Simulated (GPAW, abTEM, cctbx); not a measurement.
# Al2FeIr6: the scripts behind a bonding study

Short scripts, each with its output. The cell comes from substitution in a known structure type and wasn't matched to any measured phase.

## Step 1: Relax the structure

```text
cell
1.0
     0.000000000    0.000000000    2.936000000
     7.053000000    0.000000000    0.000000000
    -3.526500000    6.108077173    0.000000000
Ir Fe Al
6 1 2
Direct
0.000000000 0.000000000 0.596600000
0.000000000 0.403400000 0.403400000
0.000000000 0.596600000 0.000000000
0.500000000 0.000000000 0.247500000
0.500000000 0.752500000 0.752500000
0.500000000 0.247500000 0.000000000
0.000000000 0.000000000 0.000000000
0.500000000 0.666666667 0.333333333
0.500000000 0.333333333 0.666666667
```

```python
from ase.constraints import FixSymmetry
from ase.filters import FrechetCellFilter
from ase.io import read, write
from ase.optimize import BFGS
from ase.parallel import parprint
from gpaw import GPAW, PW, FermiDirac

atoms = read("start.vasp")
atoms.set_initial_magnetic_moments([0, 0, 0, 0, 0, 0, 3, 0, 0])
atoms.set_constraint(FixSymmetry(atoms))
atoms.calc = GPAW(mode=PW(570), xc="PBE", kpts={"size": (6, 3, 3), "gamma": True},
                 occupations=FermiDirac(0.1), maxiter=120, symmetry={"tolerance": 1e-5}, txt="relax.txt")
BFGS(FrechetCellFilter(atoms), maxstep=0.15).run(fmax=0.03, steps=40)
parprint("cell  %.4f %.4f %.4f  %.2f %.2f %.2f" % tuple(atoms.cell.cellpar()))
parprint("volume %.3f A^3, largest force %.3f eV/A, largest stress %.2f GPa" % (atoms.get_volume(), abs(atoms.get_forces()).max(), 160.218 * abs(atoms.get_stress()).max()))
atoms.set_constraint()
write("relaxed.vasp", atoms, direct=True)
```

```console
$ OMP_NUM_THREADS=1 mpirun -n 4 gpaw python run.py > gpaw.log
```

```text
      Step        Energy          fmax
BFGS:    0      -72.748140        3.987791
BFGS:    1      -73.387503        2.796310
BFGS:    2      -74.318670        1.361112
BFGS:    3      -74.538445        1.335491
BFGS:    4      -74.767525        1.216085
BFGS:    5      -74.949368        1.122692
BFGS:    6      -75.056908        0.958574
BFGS:    7      -75.117475        0.799919
BFGS:    8      -75.139930        0.704510
BFGS:    9      -75.172678        0.522069
BFGS:   10      -75.222284        0.381477
BFGS:   11      -75.243238        0.157298
BFGS:   12      -75.247480        0.119601
BFGS:   13      -75.248450        0.096862
BFGS:   14      -75.249222        0.065550
BFGS:   15      -75.250083        0.038562
BFGS:   16      -75.250493        0.014864
cell  2.7801 7.2413 7.2413  120.00 90.00 90.00
volume 126.250 A^3, largest force 0.014 eV/A, largest stress 0.07 GPa
```

Time: 18 min on 4 cores of Arm Neoverse V1 (shared host), peak memory 1.6 GiB.

## Step 2: Build the all-electron density and subtract free atoms

```text
cell
1.0
     0.000000000    0.000000000    2.780143260
     7.241307610    0.000000000    0.000000000
    -3.620653810    6.271156350    0.000000000
Ir Fe Al
6 1 2
Direct
0.000000000 0.000000000 0.637933410
0.000000000 0.362066590 0.362066590
0.000000000 0.637933410 0.000000000
0.500000000 0.000000000 0.291674790
0.500000000 0.708325210 0.708325210
0.500000000 0.291674790 0.000000000
0.000000000 0.000000000 0.000000000
0.500000000 0.666666670 0.333333330
0.500000000 0.333333330 0.666666670
```

```python
import numpy as np
from ase.io import read
from ase.units import Bohr
from gpaw import GPAW, PW, FermiDirac
from gpaw.calculator import GPAW as OldGPAW
from gpaw.mpi import serial_comm, world
from scipy.special import erfc
from scipy.spatial import cKDTree

atoms = read("cell.vasp")
atoms.set_initial_magnetic_moments([0, 0, 0, 0, 0, 0, 3, 0, 0])
atoms.calc = GPAW(mode=PW(450), xc="PBE", kpts={"size": (8, 4, 4), "gamma": True},
                 occupations=FermiDirac(0.1), maxiter=120, symmetry={"tolerance": 1e-5}, txt="scf.txt")
atoms.get_potential_energy()
rho = atoms.calc.get_all_electron_density(gridrefinement=2)
moments = atoms.get_magnetic_moments() if atoms.calc.get_number_of_spins() == 2 else np.zeros(len(atoms))
total = atoms.get_magnetic_moment() if moments.any() else 0.0
if world.rank == 0:
    free = OldGPAW(mode=PW(450), xc="PBE", txt=None, communicator=serial_comm)
    neutral = atoms.copy()
    neutral.set_initial_magnetic_moments(None)
    free.initialize(neutral)
    free.set_positions(neutral)
    drho = rho - free.get_all_electron_density(gridrefinement=2)
    # GPAW starts from confined atoms: exchange their smooth part for that of the datasets' free atoms
    h = np.stack(np.meshgrid(*[np.fft.fftfreq(n, 1 / n) for n in drho.shape], indexing="ij"), -1)
    gabs = np.linalg.norm(h @ atoms.cell.reciprocal(), axis=-1)
    tails = np.fft.fftn(free.get_pseudo_density(gridrefinement=2))
    g, form, v0 = np.linspace(0, gabs.max(), 1500), {}, 0
    for e in set(atoms.symbols):
        idx = atoms.symbols.search(e)
        d = free.setups[idx[0]].data
        r, w = d.rgd.r_g * Bohr, d.rgd.r_g**2 * d.rgd.dr_g
        j0 = np.sinc(2 * g[:, None] * r)
        smooth = sum(f * p**2 for f, p in zip(d.f_j, d.phit_jg)) + np.sqrt(4 * np.pi) * d.nct_g
        full = sum(f * p**2 for f, p in zip(d.f_j, d.phi_jg)) + np.sqrt(4 * np.pi) * d.nc_g
        phase = sum(np.exp(-2j * np.pi * h @ s) for s in atoms.get_scaled_positions()[idx])
        tails -= np.interp(gabs, g, j0 @ (smooth * w)) * phase * drho.size / atoms.get_volume()
        form[e] = j0 @ (full * w)
        v0 += 2 * np.pi / 3 * 14.3996 * (full * w * r**2).sum() * len(idx)  # V A^3
    tails *= 0.5 * erfc((gabs - 1.8) / 0.25)  # the tails differ at long wavelengths alone
    drho += np.fft.ifftn(tails).real  # crystal minus superposed spherical free atoms
    np.save("drho.npy", drho)
    dv = atoms.get_volume() / drho.size
    print("grid", drho.shape, " electrons %.3f" % (rho.sum() * dv), " moved by bonding %.3f e" % (abs(drho).sum() * dv / 2))
    pts = np.indices(drho.shape).reshape(3, -1).T / drho.shape @ atoms.cell
    shifts = (np.indices((3, 3, 3)).reshape(3, -1).T - 1) @ atoms.cell
    images = (atoms.positions[None] + shifts[:, None]).reshape(-1, 3)
    dist, idx = cKDTree(images).query(pts, k=4)
    out = drho.ravel()[dist[:, 0] > 0.5]
    print("deformation density beyond 0.5 A of the nuclei: max %.3f, min %.3f e/A^3" % (out.max(), out.min()))
    tie = dist < dist[:, :1] + 1e-4
    q = -np.bincount((idx % len(atoms))[tie], (drho.ravel()[:, None] / tie.sum(1, keepdims=True) * tie)[tie], len(atoms)) * dv
    print("atom        x       y       z   Voronoi charge  moment")
    for a, s, c, m in zip(atoms, atoms.get_scaled_positions(), q, moments):
        print("%-2s%-3d %7.4f %7.4f %7.4f %10.3f %10.2f" % (a.symbol, a.index + 1, *s, c, m))
    np.savez("free.npz", g=g, **form)
    print("mean inner potential of superposed free atoms %.3f V" % (v0 / atoms.get_volume()))
    print("total magnetic moment %.3f muB" % total)
```

```console
$ OMP_NUM_THREADS=1 mpirun -n 4 gpaw python run.py > gpaw.log
```

```text
grid (28, 72, 72)  electrons 514.000  moved by bonding 1.492 e
deformation density beyond 0.5 A of the nuclei: max 0.198, min -0.237 e/A^3
atom        x       y       z   Voronoi charge  moment
Ir1    0.0000  0.0000  0.6379     -0.018      -0.00
Ir2    0.0000  0.3621  0.3621     -0.018      -0.00
Ir3    0.0000  0.6379  0.0000     -0.018      -0.00
Ir4    0.5000  0.0000  0.2917      0.021       0.05
Ir5    0.5000  0.7083  0.7083      0.021       0.05
Ir6    0.5000  0.2917  0.0000      0.021       0.05
Fe7    0.0000  0.0000  0.0000     -0.104       2.11
Al8    0.5000  0.6667  0.3333      0.048      -0.00
Al9    0.5000  0.3333  0.6667      0.048      -0.00
mean inner potential of superposed free atoms 33.244 V
total magnetic moment 2.313 muB
```

Time: 77 s.

## Step 3: Fourier-transform the difference

```python
from cctbx import adptbx, crystal, miller, xray
from cctbx.eltbx import tiny_pse
import numpy as np

cs = crystal.symmetry(unit_cell=(7.2413, 7.2413, 2.7801, 90, 90, 120), space_group_symbol='Hall: P -6 -2')  # P-62m
atoms = [  # label, site, U (iso, or U11 U22 U33 U12 U13 U23 in A^2), occupancy
    ("Ir1", (0, 0.63793, 0), 0.0000, 1),
    ("Ir2", (0, 0.29167, 0.5), 0.0000, 1),
    ("Fe1", (0, 0, 0), 0.0000, 1),
    ("Al1", (2/3, 1/3, 0.5), 0.0000, 1),
]
xs = xray.structure(crystal_symmetry=cs)
for label, site, u, occ in atoms:
    u = adptbx.u_cif_as_u_star(cs.unit_cell(), u) if isinstance(u, tuple) else u
    xs.add_scatterer(xray.scatterer(label, site=site, u=u, occupancy=occ))
xs.scattering_type_registry(table="wk1995")
drho = np.load("drho.npy")
T = np.array([[0, 1, 0], [0, 0, 1], [1, 0, 0]])  # conventional axes in terms of the primitive ones
dF = np.fft.ifftn(drho) * 126.25012  # electrons a conventional cell, indexed by primitive hkl
ms = miller.build_set(cs, anomalous_flag=False, d_min=0.9).sort("resolution")
iam = ms.structure_factors_from_scatterers(xs, algorithm="direct").f_calc()
p1 = xs.expand_to_p1()
z = np.array([tiny_pse.table(sc.scattering_type).atomic_number() for sc in p1.scatterers()])
x = np.array(p1.sites_frac())
free = np.load("free.npz")
print("static structure factors of the conventional cell: F in electrons, V (Mott-Bethe) in volts")
print("   h  k  l      d  |F| table  |F| free   |F| DFT   change   |V| free  |V| DFT  change %")
for h, d, table in list(zip(ms.indices(), ms.d_spacings().data(), iam.data()))[:16]:
    df = dF[tuple(np.rint(np.linalg.solve(T, h)).astype(int))]
    phase = np.exp(2j * np.pi * x @ h)
    f = sum(np.interp(1 / d, free["g"], free[sc.scattering_type]) * p for sc, p in zip(p1.scatterers(), phase))
    fz = (z * phase).sum()
    c = 14.3996 * d * d / (np.pi * cs.unit_cell().volume())
    v0, v1 = abs(fz - f) * c, abs(fz - f - df) * c
    print("%4d%3d%3d %7.4f %9.3f %9.3f %9.3f %8.3f %9.3f %8.3f %8s" % (h + (d, abs(table), abs(f), abs(f + df), abs(f + df) - abs(f), v0, v1, "%.1f" % (100 * (v1 / v0 - 1)) if v0 > 0.02 else "-")))
```

```console
$ python run.py
```

```text
static structure factors of the conventional cell: F in electrons, V (Mott-Bethe) in volts
   h  k  l      d  |F| table  |F| free   |F| DFT   change   |V| free  |V| DFT  change %
   1  0  0  6.2711    26.575    26.597    26.665    0.069     1.204    1.107     -8.1
   1  1  0  3.6207   156.120   156.032   156.034    0.002     5.130    5.129     -0.0
   2  0  0  3.1356     7.814     7.765     7.903    0.138     0.342    0.293    -14.4
   0  0  1  2.7801     1.770     1.682     1.804    0.122     0.472    0.506      7.3
   1  0  1  2.5416    21.484    21.503    21.475   -0.029     0.156    0.150     -4.3
   2  1  0  2.3703   123.798   123.664   123.593   -0.071     4.990    5.004      0.3
   1  1  1  2.2050   312.072   311.683   311.518   -0.165    12.179   12.208      0.2
   3  0  0  2.0904   354.828   354.304   353.513   -0.791    14.683   14.808      0.9
   2  0  1  2.0802   114.734   114.511   114.318   -0.193     5.175    5.206      0.6
   2  2  0  1.8103   117.818   117.758   117.907    0.148     3.192    3.175     -0.5
   2  1  1  1.8037    59.117    58.974    58.837   -0.137     2.722    2.738      0.6
   3  1  0  1.7393    94.301    94.177    94.018   -0.159     3.281    3.298      0.5
   3  0  1  1.6708    18.317    18.249    18.247   -0.002     0.487    0.487      0.0
   4  0  0  1.5678    70.865    70.752    70.641   -0.112     2.436    2.446      0.4
   2  2  1  1.5170   231.860   231.640   231.482   -0.158     7.405    7.418      0.2
   3  1  1  1.4745    72.594    72.584    72.553   -0.031     1.758    1.761      0.2
```

Time: 0.39 s on 1 core of Arm Neoverse V1 (shared host), peak memory 0.08 GiB.

## Step 4: Propagate a plane wave with and without the bonding term

```python
import abtem
import numpy as np
from ase.build import make_supercell
from ase.io import read

abtem.config.set({"dask.lazy": False, "fft": "fftw", "diagnostics.progress_bar": False})
M = [[-1, 0, 0], [0, 1, 2], [0, 1, 0]]  # rows: x, y and beam direction in the primitive cell's axes
unit = make_supercell(read("cell.vasp"), M)
unit.set_cell(list(unit.cell.lengths()) + [90, 90, 90], scale_atoms=True)
unit.positions[:, 2] += 0.6789  # keeps atomic planes off the slice boundaries
unit.wrap()
slab = unit * (1, 1, 84)
print(slab.get_chemical_formula(), "| box %.2f x %.2f x %.2f A" % tuple(slab.cell.lengths()))

# change of the potential by bonding, from the DFT deformation density (Poisson's equation term by term)
drho = np.load("drho.npy")
prim = read("cell.vasp")
h = np.stack(np.meshgrid(*[np.fft.fftfreq(n, 1 / n) for n in drho.shape], indexing="ij"), -1).reshape(-1, 3).astype(int)
g2 = ((h @ prim.cell.reciprocal()) ** 2).sum(1)
keep = (g2 > 0) & (g2 < 2.5**2)
shape = (80, 359, 42)
vg = np.zeros(shape, complex)
hm = h[keep] @ np.array(M).T
move = np.exp(-2j * np.pi * hm[:, 2] * (0.6789 / unit.cell[2, 2] - 0.5 / shape[2]))  # the same shift, sampled at mid-points
vg[tuple(hm.T % np.array(shape)[:, None])] = -14.3996 / np.pi * (np.fft.fftn(drho).ravel() / drho.size)[keep] / g2[keep] * move
dV = np.fft.ifftn(vg).real * vg.size
dV = dV.reshape(80, 359, 6, 7).mean(3) * unit.cell[2, 2] / 6  # V A, projected in each slice
dV = np.tile(dV.transpose(2, 0, 1), (84, 1, 1))


def build(atoms):
    p = abtem.Potential(atoms, gpts=(80, 359), slice_thickness=[slab.cell[2, 2] / 504] * 504,
                        parametrization="lobato", projection="infinite", exit_planes=42).build()
    p.array[:] += BONDING * dV
    return p


def potentials():
    yield build(slab)  # atoms at rest


for label, BONDING in (("IAM", 0.0), ("DFT", 1.0)):
    print("=====", label)
    potential = build(slab)
    print("grid", potential.gpts, "slices", potential.num_slices)
    thickness = potential.exit_thicknesses
    wave = abtem.PlaneWave(energy=300000)
    dp = np.mean([wave.multislice(p).diffraction_patterns(max_angle="valid").array for p in potentials()], axis=0)
    hkl = [(0, 0, 0), (0, 1, 0), (0, 2, 0), (0, 0, 1), (0, 1, 1), (0, 3, 0), (0, 2, 1)]
    nx, ny = dp.shape[-2:]
    print("intensity of each beam, fraction of the incident wave")
    print("  t (A)" + "".join("%9s" % " ".join(map(str, h)) for h in hkl) + "  diffuse    total")
    grid = np.zeros((nx, ny), bool)
    grid[nx // 2 % 1::1, ny // 2 % 1::1] = True
    for t, a in list(zip(thickness, dp))[1:]:
        idx = [np.rint(np.array(M) @ np.linalg.solve([[0, 1, 0], [0, 0, 1], [1, 0, 0]], h)).astype(int) for h in hkl]
        print("%7.1f" % t + "".join("%9.5f" % a[nx // 2 + i[0] * 1, ny // 2 + i[1] * 1] for i in idx) + "%9.4f%9.4f" % (a[~grid].sum(), a.sum()))
```

```console
$ python run.py
```

```text
Al336Fe168Ir1008 | box 2.78 x 12.54 x 608.27 A
===== IAM
grid (80, 359) slices 504
intensity of each beam, fraction of the incident wave
  t (A)    0 0 0    0 1 0    0 2 0    0 0 1    0 1 1    0 3 0    0 2 1  diffuse    total
   50.7  0.40510  0.00175  0.00164  0.00194  0.00645  0.05338  0.00117   0.0000   0.9778
  101.4  0.58378  0.00116  0.00176  0.00417  0.00829  0.01438  0.00064   0.0000   0.9605
  152.1  0.46296  0.00344  0.00363  0.00048  0.00215  0.03046  0.00091   0.0000   0.9398
  202.8  0.40596  0.00864  0.00450  0.00270  0.00924  0.02368  0.00046   0.0000   0.9104
  253.4  0.40746  0.01658  0.00457  0.00055  0.00283  0.01919  0.00088   0.0000   0.8977
  304.1  0.34502  0.02841  0.00656  0.00079  0.00305  0.02448  0.00101   0.0000   0.8779
  354.8  0.31365  0.03446  0.00342  0.00479  0.00480  0.01839  0.00036   0.0000   0.8632
  405.5  0.32224  0.04821  0.00359  0.00148  0.00483  0.01393  0.00095   0.0000   0.8494
  456.2  0.21184  0.05502  0.00092  0.00653  0.01045  0.01909  0.00029   0.0000   0.8298
  506.9  0.23785  0.07306  0.00332  0.00204  0.01006  0.00684  0.00176   0.0000   0.8187
  557.6  0.17430  0.06589  0.00142  0.00995  0.00985  0.01090  0.00221   0.0000   0.8053
  608.3  0.16362  0.08899  0.00152  0.00466  0.00998  0.00754  0.00274   0.0000   0.7843
===== DFT
grid (80, 359) slices 504
intensity of each beam, fraction of the incident wave
  t (A)    0 0 0    0 1 0    0 2 0    0 0 1    0 1 1    0 3 0    0 2 1  diffuse    total
   50.7  0.40447  0.00181  0.00163  0.00191  0.00645  0.05336  0.00114   0.0000   0.9778
  101.4  0.58414  0.00088  0.00178  0.00427  0.00816  0.01374  0.00072   0.0000   0.9605
  152.1  0.46169  0.00303  0.00342  0.00043  0.00203  0.02987  0.00090   0.0000   0.9396
  202.8  0.40631  0.00787  0.00421  0.00269  0.00880  0.02253  0.00058   0.0000   0.9099
  253.4  0.40827  0.01580  0.00402  0.00051  0.00251  0.01820  0.00099   0.0000   0.8971
  304.1  0.34732  0.02728  0.00575  0.00064  0.00274  0.02368  0.00116   0.0000   0.8771
  354.8  0.31715  0.03383  0.00285  0.00452  0.00448  0.01836  0.00046   0.0000   0.8622
  405.5  0.32687  0.04730  0.00311  0.00130  0.00458  0.01440  0.00103   0.0000   0.8488
  456.2  0.21607  0.05540  0.00074  0.00629  0.00984  0.02018  0.00032   0.0000   0.8291
  506.9  0.24564  0.07235  0.00325  0.00177  0.00918  0.00769  0.00178   0.0000   0.8184
  557.6  0.17864  0.06627  0.00154  0.00979  0.00868  0.01166  0.00228   0.0000   0.8048
  608.3  0.16944  0.08962  0.00143  0.00417  0.00864  0.00796  0.00271   0.0000   0.7841
```

Time: 17 s.

[Outputs are excerpts: Python notices, other lines and further rows are left out; steps that failed or that the build refused (PBEsol, TPSS) are not shown.]

[Logs are printed without paths, hosts, clocks, repeated set-up lines and the standing remarks that a program may print on its own settings, such as how far it seeks lower states.]
